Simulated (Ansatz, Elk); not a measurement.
# Bonding as seen by X-rays: Mg2ScTi2

Structure refinements treat a crystal as free atoms side by side. For a made-up structure of Mg2ScTi2 (cell and positions from a PBE relaxation) the runs below show what the calculated density changes in F(hkl).

Method: DFT, PBE, all-electron APW+lo, Dirac cores, scalar-relativistic bands, static density, no spin, in Elk 11.2.3 (patched build).

This account leaves out most program logs.

The structure was built from a prototype and need not be the compound's stable phase.

## 1. The starting structure

Symmetry: P4/mmm, No. 123, tetragonal system. The conventional cell has a = 4.121 Å, b = 4.121 Å, c = 6.336 Å, α = 90.00°, β = 90.00°, γ = 90.00°. Nearest to Ti lie 1 Ti at 2.08 Å and 4 Mg at 2.96 Å and 4 Sc at 3.09 Å. Sc has 8 Ti at 3.09 Å nearest. Mg has 4 Mg at 2.91 Å and 4 Ti at 2.96 Å nearest. Farther neighbours are not listed.

## 2. Ground state and structure factors

An all-electron density is needed, since X-rays see the cores too. Task 0 finds the density and task 195 Fourier-transforms it; tshift is off so that phases refer to the origin typed.

Input file elk.in:

```
tasks
  0
  195

xctype
  20

spinpol
  .false.

rgkmax
  7.0

gmaxvr
  14.0

lmaxo
  7

lmaxapw
  8

swidth
  0.002

tshift
  .false.

ramdisk
  .false.

hmaxvr
  5.5

maxscl
  120

epspot
  1e-06

sppath
  './'

avec
  7.78785267781 -0.00000000000 0.00000000000
  -0.00000000000 7.78785267781 0.00000000000
  0.00000000000 0.00000000000 11.97342378939

atoms
  3
  'Ti.in'
  2
  0.5000000000 0.5000000000 0.8359505617   0.000000 0.000000 0.000000
  0.5000000000 0.5000000000 0.1640494383   0.000000 0.000000 0.000000
  'Sc.in'
  1
  -0.0000000000 0.0000000000 0.0000000000   0.000000 0.000000 0.000000
  'Mg.in'
  2
  0.5000000000 -0.0000000000 0.5000000000   0.000000 0.000000 0.000000
  0.0000000000 0.5000000000 0.5000000000   0.000000 0.000000 0.000000

ngridk
  6 6 4
```

The run is started by

```
$ OMP_NUM_THREADS=4 elk
```

Elapsed: 37 s, on 4 threads of Arm Neoverse V2, shared host; peak memory 0.18 GiB.

SFACRHO.OUT:

```text

h k l indices transformed by vhmat matrix:
   1.000000000       0.000000000       0.000000000    
   0.000000000       1.000000000       0.000000000    
   0.000000000       0.000000000       1.000000000    

      h      k      l  multipl.   |H|            Re(F)            Im(F)           |F|

      0      0      0      1   0.0000000       89.000000     -0.54405787E-17   89.000000    
      0      0      1      2  0.52476096       18.431435      0.15770100E-13   18.431435    
      1      0      0      4  0.80679304      -20.108391      0.24544435E-13   20.108391    
      0      1      1      8  0.96243912      -1.6440048      0.23060674E-14   1.6440048    
      0      0     -2      2   1.0495219       18.924286      0.30736892E-13   18.924286    
      1     -1      0      4   1.1409777       31.507058      0.62881148E-14   31.507058    
      1      1     -1      8   1.2558679       49.811538     -0.20023374E-13   49.811538    
      0     -1     -2      8   1.3237867       29.949484     -0.60987099E-14   29.949484    
     -1     -1      2      8   1.5502665      -16.351982     -0.20690994E-13   16.351982    
      0      0      3      2   1.5742829      -31.344934      0.28516753E-13   31.344934    
      0     -2      0      4   1.6135861       59.703329      0.42675048E-13   59.703329    
     -2      0      1      8   1.6967717       12.397405      0.17538501E-13   12.397405    
      0     -1     -3      8   1.7689775       41.157486      0.27431601E-14   41.157486    
     -1     -2      0      8   1.8040441      -14.848304     -0.54817125E-13   14.848304    
      1     -2     -1     16   1.8788159      -1.2079223     -0.22577504E-13   1.2079223    
     -2      0     -2      8   1.9248782       15.062843      0.15629582E-13   15.062843    
     -1      1      3      8   1.9442728       1.1559308     -0.31666974E-13   1.1559308    
     -1     -2     -2     16   2.0871203       24.259762      0.28632395E-13   24.259762
```

Elk indexes on the primitive cell of elk.in and gives |H| = 4π sin θ/λ in inverse bohr. Below, one row stands for each form hkl of the conventional cell (m members, Friedel mates merged), F is for one primitive cell and the density is static (no thermal factor). Free-atom factors are Waasmaier and Kirfel's, and R is Σm||F|−|F'||/Σm|F|.

```
hkl   m  sin θ/λ (Å⁻¹)  abs F, DFT  neutral atoms   diff.
001   2          0.079      18.431         18.040  +0.392
100   4          0.121      20.108         19.660  +0.449
101   8          0.145       1.644          1.503  +0.141
002   2          0.158      18.924         18.762  +0.162
110   4          0.172      31.507         31.538  -0.030
111   8          0.189      49.812         50.102  -0.290
102   8          0.199      29.950         30.311  -0.362
112   8          0.233      16.352         16.584  -0.232
003   2          0.237      31.345         32.266  -0.921
200   4          0.243      59.703         59.833  -0.129
201   8          0.255      12.397         12.401  -0.003
103   8          0.266      41.157         41.501  -0.344
210   8          0.271      14.848         14.782  +0.066
211  16          0.282       1.208          1.183  +0.025
```

## 3. The highest occupied states alone

An energy window below the Fermi level keeps the highest occupied states, to see at which angles they scatter; shallow core shells can lie inside it and anion s states outside. No new self-consistency is needed.

elk.in: that of step 2 with these lines changed.

```diff
@@ -1,3 +1,2 @@
 tasks
-  0
   195
@@ -40,2 +39,5 @@
 
+wsfac
+  -0.349000 0.502240
+
 sppath
```

The run is started by

```
$ OMP_NUM_THREADS=4 elk
```

Wall time 10 s (4 threads); peak memory 0.17 GiB.

States within 15 eV below the Fermi level hold 15.00 electrons; any levels below the window count with the cores. Their amplitudes can exceed the total, where window and core parts have opposite phase:

```
hkl  sin θ/λ (Å⁻¹)  abs F, window  abs F, all
001          0.079          2.567      18.431
100          0.121          3.141      20.108
101          0.145          0.931       1.644
002          0.158          0.185      18.924
110          0.172          2.483      31.507
111          0.189          1.200      49.812
102          0.199          0.941      29.950
112          0.233          0.223      16.352
003          0.237          0.241      31.345
200          0.243          1.446      59.703
```

## 4. Another try

In this try the input is made faulty on purpose, to show what that does.

The input is changed as shown.

elk.in: that of step 3 with these lines changed.

```diff
@@ -1,2 +1,3 @@
 tasks
+  0
   195
@@ -34,3 +35,3 @@
 maxscl
-  120
+  3
 
@@ -38,5 +39,2 @@
   1e-06
-
-wsfac
-  -0.349000 0.502240
```

The run is started by

```
$ OMP_NUM_THREADS=4 elk
```

It took 15 s on 4 threads; peak memory 0.18 GiB.

The run stopped without converging, so none of its numbers is a property of the system.

The fault put into the input: too few SCF loops.

## 5. Another functional

The difference from free atoms is small, so it is set against the change that LDA (Perdew-Wang) makes.

elk.in: that of step 4 with these lines changed.

```diff
@@ -5,3 +5,3 @@
 xctype
-  20
+  3
 
@@ -35,3 +35,3 @@
 maxscl
-  3
+  120
```

The run is started by

```
$ OMP_NUM_THREADS=4 elk
```

Elapsed: 24 s, on 4 threads; peak memory 0.17 GiB; 74 s of CPU time.

Against the first run R = 0.09 %; the largest change is -0.047 at 203.

## 6. Basis size

The basis and the expansions that go with it are enlarged, to see whether the differences are converged.

elk.in: that of step 5 with these lines changed.

```diff
@@ -5,3 +5,3 @@
 xctype
-  3
+  20
 
@@ -11,12 +11,12 @@
 rgkmax
-  7.0
+  8.5
 
 gmaxvr
-  14.0
+  18.0
 
 lmaxo
-  7
+  9
 
 lmaxapw
-  8
+  10
```

The run is started by

```
$ OMP_NUM_THREADS=4 elk
```

Wall time 1.9 min (4 threads); peak memory 0.4 GiB.

Against the first run R = 0.05 %; the largest change is +0.026 at 200.

## 7. Settings against the effect

```
                              run  R against the first run (%)  R against neutral atoms, low angle (%)  wall time
                    PBE, rgkmax 7                         0.00                                    0.96       37 s
                LDA (Perdew-Wang)                         0.09                                    0.97       24 s
rgkmax 8.5 with larger expansions                         0.05                                    0.94    1.9 min
```

## 8. Results

```
R against neutral atoms, sin θ/λ < 0.3 Å⁻¹ : 0.96 %
R against neutral atoms, 0.3 to 0.75 Å⁻¹   : 0.34 %
```

What this shows: Independent neutral atoms miss the calculated amplitudes by R = 0.96 % below 0.3 Å⁻¹ and 0.34 % from there to 0.75 Å⁻¹; by shells, 2.84 % below 0.15 Å⁻¹ (3 forms), 0.83 % 0.15 to 0.3 (13 forms), 0.30 % 0.3 to 0.45 (24 forms), 0.36 % above 0.45 (109 forms). Bonding, aspherical density and the tables' own atoms all enter these figures, and the runs don't part them. The largest change of an amplitude is -0.92 electrons, at 003. Weak lines can change much in proportion: 113 goes from 0.93 to 1.16. The window's part falls from 15.0 electrons at the origin to at most 0.34 between 0.45 and 0.75 Å⁻¹. Below 0.3 Å⁻¹ the changes that finished (LDA (Perdew-Wang) and rgkmax 8.5 with larger expansions) move F by R = 0.07 % at most, against the 0.96 % that separates it from free atoms. The k-mesh has no finished test. These runs have no spin, though d or f shells may be open. Part of the difference isn't bonding: the tables are fits to free atoms and ions calculated by other methods than this functional. Thermal motion, anomalous dispersion and extinction are left out.

[Logs are printed without paths, hosts, clocks, repeated set-up lines and the standing remarks that a program may print on its own settings, such as how far it seeks lower states.]

[Hosts, paths, dates, database ids (printed as entryN), source tags and the programs' standing remarks are cut or masked in the printed files.]
